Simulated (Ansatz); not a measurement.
# Br at a quarter monolayer on different metals

How does the change of the work function by Br depend on the metal face under it?

Set-up. Ansatz 0.2.0, plane waves with PAW datasets (its set soft_2), PBE; unreconstructed slabs of 4 or 5 layers at the tabulated experimental lattice constant with the lower two held, one adsorbate in a 2×2 cell relaxed from the site named, 6×6 k-points (12×12 for the clean 1×1 cell), 18 Å of vacuum, dipole correction. The dipole per adsorbate is the change of the cell's dipole; electronegativities are Pauling's.

Results:

```tsv
system	starting site	electronegativity, adsorbate less metal	clean (eV)	covered (eV)	change (eV)	dipole per adsorbate (D)
Br/Pt(100)	hollow	+0.68	5.66	4.78	−0.87	+0.73
Br/Pt(111)	fcc	+0.68	5.70	5.03	−0.67	+0.49
Br/Ta(110)	hollow	+1.46	4.77	4.13	−0.64	+0.52
Br/W(110)	hollow	+0.60	4.84	4.26	−0.59	+0.44
Br/Ru(0001)	fcc	+0.76	5.05	4.49	−0.55	+0.33
Br/Ni(100)	hollow	+1.05	4.88	4.46	−0.43	+0.29
Br/Ni(111)	fcc	+1.05	5.07	4.71	−0.36	+0.20
Br/Nb(110)	hollow	+1.36	4.49	4.13	−0.36	+0.29
Br/Mo(110)	hollow	+0.80	4.60	4.27	−0.33	+0.21
Br/Ti(0001)	fcc	+1.42	4.37	4.08	−0.29	+0.23
Br/Hf(0001)	fcc	+1.66	4.33	4.06	−0.27	+0.26
Br/Co(0001)	fcc	+1.08	4.93	4.69	−0.24	+0.13
Br/Zr(0001)	fcc	+1.63	4.17	4.02	−0.15	+0.14
Br/Pd(111)	fcc	+0.76	5.27	5.14	−0.13	+0.08
Br/W(100)	hollow	+0.60	4.14	4.06	−0.08	+0.07
Br/Mo(100)	hollow	+0.80	3.83	4.13	+0.30	−0.30
Br/Mg(0001)	fcc	+1.65	3.79	4.16	+0.38	−0.40
Br/Au(111)	fcc	+0.42	5.16	5.60	+0.44	−0.30
```

**Answer.** The change runs from −0.87 eV (Br/Pt(100)) to +0.44 eV (Br/Au(111)); falls of over 0.15 eV: 12, rises: 3, in between: 3. The covered faces span 4.02 to 5.60 eV and the clean ones 3.79 to 5.70 eV; covered follows clean with a slope of 0.62, where 0 would mean that the adsorbate alone sets the work function and 1 a step that doesn't depend on the clean value; the points scatter about that line by 0.28 eV. A positive dipole has its positive end outwards. Worked for Br/Pt(100): +0.73 D is +0.152 e·Å, one in 30.7 Å², and the Helmholtz step −180.95 V·Å × p/A is −0.89 eV against a change of −0.87 eV; what is left is a shift on the thin slab's other side.

Caveats: A quarter monolayer means unlike densities on unlike faces. One starting site was run; real layers may sit elsewhere, sink into the surface or rebuild it. Changes under about 0.15 eV are within the error of slabs this thin. Only Co and Ni were run with spin. The table is a selection: not every member that was run is listed.

[Logs are printed without paths, hosts, clocks, repeated set-up lines and the standing remarks that a program may print on its own settings, such as how far it seeks lower states.]
